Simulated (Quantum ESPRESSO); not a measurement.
# Canted and collinear textures of Fe2B

Aim: see whether a non-collinear arrangement of the moments of Fe2B lies under the collinear ones.

Calculated with Quantum ESPRESSO 7.5; LDA; plane waves with GBRV 1.5 LDA potentials, no spin-orbit coupling.

The database entry behind the starting cell differs from later determinations by our own check (0.1 to 0.3 % short, probably kX units), so it need not match the best structure at ambient conditions.

### Step 1. Set-up

The structure is tetragonal, space group I4/mcm (No. 140). The conventional cell has a = 5.099 Å, b = 5.099 Å, c = 4.240 Å, α = 90.00°, β = 90.00°, γ = 90.00°. Nearest to Fe lie 4 B at 2.18 Å and 3 Fe at 2.41 to 2.43 Å. Nearest to B lie 2 B at 2.12 Å and 8 Fe at 2.18 Å. Farther neighbours are not listed.

The cell comes from the Crystallography Open Database.

### Step 2. Start 1: collinear parallel

Contents of pw.in:

```
&CONTROL
  calculation = 'scf'
  prefix = 'pwscf'
  outdir = './tmp'
  pseudo_dir = './pseudo'
  disk_io = 'nowf'
/
&SYSTEM
  ibrav = 0
  celldm(1) = 8
  nat = 6
  ntyp = 2
  ecutwfc = 34
  ecutrho = 238
  nbnd = 92
  occupations = 'smearing'
  smearing = 'fd'
  degauss = 0.00734986
  noncolin = .true.
  starting_magnetization(1) = 0.175
  angle1(1) = 0
  angle2(1) = 0
  starting_magnetization(2) = 0
/
&ELECTRONS
  conv_thr = 6d-08
  electron_maxstep = 150
  mixing_beta = 0.3
/
ATOMIC_SPECIES
Fe     55.8450 fe_lda_v1.5.uspp.F.UPF
B      10.8100 b_lda_v1.4.uspp.F.UPF
CELL_PARAMETERS alat
  -0.6022320943417    0.6022320943417    0.5007774230258
   0.6022320943417   -0.6022320943417    0.5007774230258
   0.6022320943417    0.6022320943417   -0.5007774230258
ATOMIC_POSITIONS crystal
Fe      0.1670000000    0.6670000000    0.8340000000
Fe      0.3330000000    0.1670000000    0.5000000000
Fe      0.8330000000    0.3330000000    0.1660000000
Fe      0.6670000000    0.8330000000    0.5000000000
B       0.7500000000    0.7500000000    0.0000000000
B       0.2500000000    0.2500000000    0.0000000000
K_POINTS automatic
5 5 5 0 0 0
```

Started as:

```sh
> OMP_NUM_THREADS=1 mpirun -n 3 pw.x -nk 3 -in pw.in > pw.out
```

The program printed:

```text
Program PWSCF v.7.5 starts

     Message from routine setup:
     using ibrav=0 with symmetry is DISCOURAGED, use correct ibrav instead

     K-points division:     npool     =       3
     Subspace diagonalization in iterative solution of the eigenvalue problem:

     bravais-lattice index     =            0
     lattice parameter (alat)  =       8.0000  a.u.
     unit-cell volume          =     371.9654 (a.u.)^3
     number of atoms/cell      =            6
     number of atomic types    =            2
     number of electrons       =        70.00
     number of Kohn-Sham states=           92
     kinetic-energy cutoff     =      34.0000  Ry
     charge density cutoff     =     238.0000  Ry
     scf convergence threshold =      6.0E-08
     mixing beta               =       0.3000
     number of iterations used =            8  plain     mixing
     Exchange-correlation=  SLA  PZ   NOGX NOGC
                           (   1   1   0   0   0   0   0)
     Noncollinear calculation without spin-orbit

     celldm(1)=   8.000000  celldm(2)=   0.000000  celldm(3)=   0.000000
     celldm(4)=   0.000000  celldm(5)=   0.000000  celldm(6)=   0.000000

     crystal axes: (cart. coord. in units of alat)
               a(1) = (  -0.602232   0.602232   0.500777 )
               a(2) = (   0.602232  -0.602232   0.500777 )
               a(3) = (   0.602232   0.602232  -0.500777 )

     reciprocal axes: (cart. coord. in units 2 pi/alat)
               b(1) = (  0.000000  0.830245  0.998448 )
               b(2) = (  0.830245  0.000000  0.998448 )
               b(3) = (  0.830245  0.830245  0.000000 )

     PseudoPot. # 1 for Fe read from file:
     fe_lda_v1.5.uspp.F.UPF
     Pseudo is Ultrasoft + core correction, Zval = 16.0

     PseudoPot. # 2 for B  read from file:
     b_lda_v1.4.uspp.F.UPF
     Pseudo is Ultrasoft + core correction, Zval =  3.0

     atomic species   valence    mass     pseudopotential
     Fe               16.00    55.84500     Fe( 1.00)
     B                 3.00    10.81000     B ( 1.00)

     16 Sym. Ops., with inversion, found ( 8 have fractional translation)

   Cartesian axes

     site n.     atom                  positions (alat units)
         1        Fe     tau(   1) = (   0.8033776   0.2011455   0.0000000  )
         2        Fe     tau(   2) = (   0.2011455   0.4010866   0.0000000  )
         3        Fe     tau(   3) = (  -0.2011455   0.4010866   0.5007774  )
         4        Fe     tau(   4) = (   0.4010866   0.2011455   0.5007774  )
         5        B      tau(   5) = (   0.0000000   0.0000000   0.7511661  )
         6        B      tau(   6) = (   0.0000000   0.0000000   0.2503887  )

     number of k points=    18  Fermi-Dirac smearing, width (Ry)=  0.0073
                       cart. coord. in units 2pi/alat
        k(    1) = (   0.0000000   0.0000000   0.0000000), wk =   0.0080000
        k(    2) = (   0.1660489   0.1660489   0.0000000), wk =   0.0320000
        k(    3) = (   0.3320979   0.3320979   0.0000000), wk =   0.0320000
        k(    4) = (   0.1660489   0.0000000   0.1996895), wk =   0.0640000
        k(    5) = (   0.3320979   0.1660489   0.1996895), wk =   0.1280000
        [... 13 further k-points ...]

     Dense  grid:    23103 G-vectors     FFT dimensions: (  40,  40,  40)

     Smooth grid:     9975 G-vectors     FFT dimensions: (  30,  30,  30)

     Check: negative core charge=   -0.000037
     Generating pointlists ...
     new r_m :   0.2120 (alat units)  1.6956 (a.u.) for type    1
     new r_m :   0.2066 (alat units)  1.6526 (a.u.) for type    2

     Initial potential from superposition of free atoms

     starting charge      65.9995, renormalised to      70.0000

 ==============================================================================
     atom number    1 relative position :    0.8034   0.2011   0.0000
     charge :    14.048164  (integrated on a sphere of radius 0.212)
     magnetization :          0.000000    0.000000    2.429922
     magnetization/charge:    0.000000    0.000000    0.172971
     polar coord.: r, theta, phi [deg] :     2.429922    0.000000  360.000000

 ==============================================================================

 ==============================================================================
     atom number    2 relative position :    0.2011   0.4011   0.0000
     charge :    14.048164  (integrated on a sphere of radius 0.212)
     magnetization :          0.000000    0.000000    2.429922
     magnetization/charge:    0.000000    0.000000    0.172971
     polar coord.: r, theta, phi [deg] :     2.429922    0.000000  360.000000

 ==============================================================================

 ==============================================================================
     atom number    3 relative position :   -0.2011   0.4011   0.5008
     charge :    14.048164  (integrated on a sphere of radius 0.212)
     magnetization :          0.000000    0.000000    2.429922
     magnetization/charge:    0.000000    0.000000    0.172971
     polar coord.: r, theta, phi [deg] :     2.429922    0.000000  360.000000

 ==============================================================================

[...]
atom number    5 relative position :    0.0000   0.0000   0.7512
     charge :     1.968472  (integrated on a sphere of radius 0.207)
     magnetization :          0.000000    0.000000    0.066794
     magnetization/charge:    0.000000    0.000000    0.033932
     polar coord.: r, theta, phi [deg] :     0.066794    0.000000  360.000000

 ==============================================================================

 ==============================================================================
     atom number    6 relative position :    0.0000   0.0000   0.2504
     charge :     1.968472  (integrated on a sphere of radius 0.207)
     magnetization :          0.000000    0.000000    0.066794
     magnetization/charge:    0.000000    0.000000    0.033932
     polar coord.: r, theta, phi [deg] :     0.066794    0.000000  360.000000

 ==============================================================================
     Starting wfcs are  120 randomized atomic wfcs

     Self-consistent Calculation

     iteration #  1     ecut=    34.00 Ry     beta= 0.30
     Davidson diagonalization with overlap
     ethr =  1.00E-02,  avg # of iterations =  2.4

     total energy              =   -1011.29914519 Ry
     estimated scf accuracy    <      11.29094163 Ry

     total magnetization       =     0.00    -0.00     6.24 Bohr mag/cell
     absolute magnetization    =     6.64 Bohr mag/cell

     iteration #  2     ecut=    34.00 Ry     beta= 0.30
     Davidson diagonalization with overlap
     ethr =  1.00E-02,  avg # of iterations =  3.9

     total energy              =   -1013.80708038 Ry
     estimated scf accuracy    <       2.27460822 Ry

     total magnetization       =    -0.00    -0.00     7.18 Bohr mag/cell
     absolute magnetization    =     7.85 Bohr mag/cell

     [... further iterations left out ...]

     iteration # 12     ecut=    34.00 Ry     beta= 0.30
     Davidson diagonalization with overlap
     ethr =  7.11E-10,  avg # of iterations =  3.0

     total energy              =   -1014.15182513 Ry
     estimated scf accuracy    <       0.00000006 Ry

     total magnetization       =     0.00     0.00     7.14 Bohr mag/cell
     absolute magnetization    =     7.81 Bohr mag/cell

     iteration # 13     ecut=    34.00 Ry     beta= 0.30
     Davidson diagonalization with overlap
     ethr =  8.79E-11,  avg # of iterations =  3.0

 ==============================================================================
     atom number    1 relative position :    0.8034   0.2011   0.0000
     charge :    13.765074  (integrated on a sphere of radius 0.212)
     magnetization :         -0.000000   -0.000000    1.810540
     magnetization/charge:   -0.000000   -0.000000    0.131531
     polar coord.: r, theta, phi [deg] :     1.810540    0.000000  360.000000

 ==============================================================================

 ==============================================================================
     atom number    2 relative position :    0.2011   0.4011   0.0000
     charge :    13.765074  (integrated on a sphere of radius 0.212)
     magnetization :         -0.000000   -0.000000    1.810540
     magnetization/charge:   -0.000000   -0.000000    0.131531
     polar coord.: r, theta, phi [deg] :     1.810540    0.000000  360.000000

 ==============================================================================

 ==============================================================================
     atom number    3 relative position :   -0.2011   0.4011   0.5008
     charge :    13.765074  (integrated on a sphere of radius 0.212)
     magnetization :         -0.000000   -0.000000    1.810540
     magnetization/charge:   -0.000000   -0.000000    0.131531
     polar coord.: r, theta, phi [deg] :     1.810540    0.000000  360.000000

 ==============================================================================

 ==============================================================================
     atom number    4 relative position :    0.4011   0.2011   0.5008
     charge :    13.765074  (integrated on a sphere of radius 0.212)
     magnetization :         -0.000000   -0.000000    1.810540
     magnetization/charge:   -0.000000   -0.000000    0.131531
     polar coord.: r, theta, phi [deg] :     1.810540    0.000000  360.000000

 ==============================================================================

 ==============================================================================
     atom number    5 relative position :    0.0000   0.0000   0.7512
     charge :     2.042309  (integrated on a sphere of radius 0.207)
     magnetization :         -0.000000   -0.000000   -0.099696
     magnetization/charge:   -0.000000   -0.000000   -0.048815
     polar coord.: r, theta, phi [deg] :     0.099696  180.000000  360.000000

 ==============================================================================

 ==============================================================================
     atom number    6 relative position :    0.0000   0.0000   0.2504
     charge :     2.042309  (integrated on a sphere of radius 0.207)
     magnetization :         -0.000000   -0.000000   -0.099696
     magnetization/charge:   -0.000000   -0.000000   -0.048815
     polar coord.: r, theta, phi [deg] :     0.099696  180.000000  360.000000

 ==============================================================================

     End of self-consistent calculation

     [... lines left out ...]
     the Fermi energy is    17.6657 ev

!    total energy              =   -1014.15182521 Ry
     estimated scf accuracy    <          1.8E-09 Ry
     smearing contrib. (-TS)   =      -0.01220692 Ry
     internal energy E=F+TS    =   -1014.13961829 Ry

     The total energy is F=E-TS. E is the sum of the following terms:
     one-electron contribution =    -485.66922924 Ry
     hartree contribution      =     284.63423295 Ry
     xc contribution           =    -121.26157017 Ry
     ewald contribution        =    -691.84305182 Ry

     total magnetization       =    -0.00    -0.00     7.14 Bohr mag/cell
     absolute magnetization    =     7.81 Bohr mag/cell

     convergence has been achieved in  13 iterations

=------------------------------------------------------------------------------=
   JOB DONE.
=------------------------------------------------------------------------------=
```

Elapsed: 51 s, on 3 MPI ranks of Intel Xeon at 2.80GHz (Skylake/Cascade Lake), shared host; peak memory 0.38 GiB.

Spin moment in the atom's sphere by atom:

```tsv
atom	x (μB)	y (μB)	z (μB)	size
Fe1	0.00	0.00	1.81	1.81
Fe2	0.00	0.00	1.81	1.81
Fe3	0.00	0.00	1.81	1.81
Fe4	0.00	0.00	1.81	1.81
B5	0.00	0.00	-0.10	0.10
B6	0.00	0.00	-0.10	0.10
```

This step gave:

```yaml
smearing_term_ts: 0.1661 eV
magnetization: 0, 0, 7.14 μB
absolute_magnetization: 7.808 μB
final_state: ferromagnetic
```

### Step 3. Start 2: two sublattices 60 degrees apart

Contents of pw.in:

```
&CONTROL
  calculation = 'scf'
  prefix = 'pwscf'
  outdir = './tmp'
  pseudo_dir = './pseudo'
  disk_io = 'nowf'
/
&SYSTEM
  ibrav = 0
  celldm(1) = 8
  nat = 6
  ntyp = 3
  ecutwfc = 34
  ecutrho = 238
  nbnd = 92
  occupations = 'smearing'
  smearing = 'fd'
  degauss = 0.00734986
  noncolin = .true.
  starting_magnetization(1) = 0.175
  angle1(1) = 90
  angle2(1) = 0
  starting_magnetization(2) = 0.175
  angle1(2) = 90
  angle2(2) = 60
  starting_magnetization(3) = 0
/
&ELECTRONS
  conv_thr = 6d-08
  electron_maxstep = 150
  mixing_beta = 0.3
/
ATOMIC_SPECIES
Fe1    55.8450 fe_lda_v1.5.uspp.F.UPF
Fe2    55.8450 fe_lda_v1.5.uspp.F.UPF
B      10.8100 b_lda_v1.4.uspp.F.UPF
CELL_PARAMETERS alat
  -0.6022320943417    0.6022320943417    0.5007774230258
   0.6022320943417   -0.6022320943417    0.5007774230258
   0.6022320943417    0.6022320943417   -0.5007774230258
ATOMIC_POSITIONS crystal
Fe1     0.1670000000    0.6670000000    0.8340000000
Fe2     0.3330000000    0.1670000000    0.5000000000
Fe1     0.8330000000    0.3330000000    0.1660000000
Fe2     0.6670000000    0.8330000000    0.5000000000
B       0.7500000000    0.7500000000    0.0000000000
B       0.2500000000    0.2500000000    0.0000000000
K_POINTS automatic
5 5 5 0 0 0
```

The program printed:

```text
     [... lines left out ...]
Program PWSCF v.7.5 starts
     [... lines left out ...]
     number of atoms/cell      =            6
     [... lines left out ...]
     number of electrons       =        70.00
     number of Kohn-Sham states=           92
     kinetic-energy cutoff     =      34.0000  Ry
     charge density cutoff     =     238.0000  Ry
     scf convergence threshold =      6.0E-08
     [... lines left out ...]
     Noncollinear calculation without spin-orbit
     [... lines left out ...]
      4 Sym. Ops., with inversion, found
     [... lines left out ...]
     number of k points=    39  Fermi-Dirac smearing, width (Ry)=  0.0073
     [... lines left out ...]
     iteration # 19     ecut=    34.00 Ry     beta= 0.30
     [... lines left out ...]
     atom number    1 relative position :    0.8034   0.2011   0.0000
     [... lines left out ...]
     magnetization :          1.567608    0.905018    0.000000
     [... lines left out ...]
     atom number    2 relative position :    0.2011   0.4011   0.0000
     [... lines left out ...]
     magnetization :          1.567671    0.904882    0.000000
     [... lines left out ...]
     atom number    3 relative position :   -0.2011   0.4011   0.5008
     [... lines left out ...]
     magnetization :          1.567608    0.905018    0.000000
     [... lines left out ...]
     atom number    4 relative position :    0.4011   0.2011   0.5008
     [... lines left out ...]
     magnetization :          1.567671    0.904882    0.000000
     [... lines left out ...]
     atom number    5 relative position :    0.0000   0.0000   0.7512
     [... lines left out ...]
     magnetization :         -0.086273   -0.049803   -0.000000
     [... lines left out ...]
     atom number    6 relative position :    0.0000   0.0000   0.2504
     [... lines left out ...]
     magnetization :         -0.086273   -0.049803   -0.000000
     [... lines left out ...]
     the Fermi energy is    17.6659 ev
!    total energy              =   -1014.15182518 Ry
     estimated scf accuracy    <       0.00000005 Ry
     smearing contrib. (-TS)   =      -0.01221219 Ry
     [... lines left out ...]
     total magnetization       =     6.18     3.57     0.00 Bohr mag/cell
     absolute magnetization    =     7.81 Bohr mag/cell
     convergence has been achieved in  19 iterations
```

Wall time 2.4 min (3 MPI ranks); peak memory 0.46 GiB.

Spin moment in the atom's sphere by atom:

```tsv
atom	x (μB)	y (μB)	z (μB)	size
Fe1	1.57	0.91	0.00	1.81
Fe2	1.57	0.90	0.00	1.81
Fe3	1.57	0.91	0.00	1.81
Fe4	1.57	0.90	0.00	1.81
B5	-0.09	-0.05	0.00	0.10
B6	-0.09	-0.05	0.00	0.10
```

Read from the output:

| Property | Result |
| --- | --- |
| smearing term TS | 0.1662 eV |
| magnetization | 6.182, 3.569, 0 μB |
| absolute magnetization | 7.806 μB |
| final state | ferromagnetic |

### Step 4. Start 3: tetrahedral directions in turn

pw.in, as its differences from that of step 3:

```diff
@@ -11,3 +11,3 @@
   nat = 6
-  ntyp = 3
+  ntyp = 5
   ecutwfc = 34
@@ -20,8 +20,14 @@
   starting_magnetization(1) = 0.175
-  angle1(1) = 90
-  angle2(1) = 0
+  angle1(1) = 54.736
+  angle2(1) = 45
   starting_magnetization(2) = 0.175
-  angle1(2) = 90
-  angle2(2) = 60
-  starting_magnetization(3) = 0
+  angle1(2) = 125.264
+  angle2(2) = -45
+  starting_magnetization(3) = 0.175
+  angle1(3) = 125.264
+  angle2(3) = 135
+  starting_magnetization(4) = 0.175
+  angle1(4) = 54.736
+  angle2(4) = -135
+  starting_magnetization(5) = 0
 /
@@ -35,2 +41,4 @@
 Fe2    55.8450 fe_lda_v1.5.uspp.F.UPF
+Fe3    55.8450 fe_lda_v1.5.uspp.F.UPF
+Fe4    55.8450 fe_lda_v1.5.uspp.F.UPF
 B      10.8100 b_lda_v1.4.uspp.F.UPF
@@ -43,4 +51,4 @@
 Fe2     0.3330000000    0.1670000000    0.5000000000
-Fe1     0.8330000000    0.3330000000    0.1660000000
-Fe2     0.6670000000    0.8330000000    0.5000000000
+Fe3     0.8330000000    0.3330000000    0.1660000000
+Fe4     0.6670000000    0.8330000000    0.5000000000
 B       0.7500000000    0.7500000000    0.0000000000
```

The program printed:

```text
     [... lines left out ...]
Program PWSCF v.7.5 starts
     [... lines left out ...]
     number of atoms/cell      =            6
     [... lines left out ...]
     number of electrons       =        70.00
     number of Kohn-Sham states=           92
     kinetic-energy cutoff     =      34.0000  Ry
     charge density cutoff     =     238.0000  Ry
     scf convergence threshold =      6.0E-08
     [... lines left out ...]
     Noncollinear calculation without spin-orbit
     [... lines left out ...]
     No symmetry found
     [... lines left out ...]
     number of k points=   125  Fermi-Dirac smearing, width (Ry)=  0.0073
     [... lines left out ...]
     iteration # 77     ecut=    34.00 Ry     beta= 0.30
     [... lines left out ...]
[key lines of the parts left out:]
total magnetization       =     0.03     0.02    -0.03 Bohr mag/cell
total energy              =   -1014.10698285 Ry
```

It took 46 min on 3 MPI ranks; peak memory 0.77 GiB.

Residual by cycle:

cycle, log10 residual and a bar from the least value:
```
        1        2.2 ##############################
        8       -1.1 #############
       15       -2.5 ######
       21       -2.6 ######
       28       -2.5 ######
       35       -2.7 #####
       42       -2.5 ######
       49       -3.1 ####
       56       -3.5 #
       62       -3.5 #
       69       -3.5 #
       76       -3.8
```

The run was cut off at its time limit.

After 76 cycles the residual stands at 1.8e-4.

[end of part 1 of 2]

[Logs and program files are shortened in this print: banners, set-up blocks, solver, clock and traceback lines can be left out without a mark of their own.]

[Logs are printed without paths, hosts, clocks, repeated set-up lines and the standing remarks that a program may print on its own settings, such as how far it seeks lower states.]

[Hosts, paths, dates, database ids (printed as entryN), source tags and the programs' standing remarks are cut or masked in the printed files.]

[Where a cell is said to come from a database of computed structures, the database is the Materials Project.]
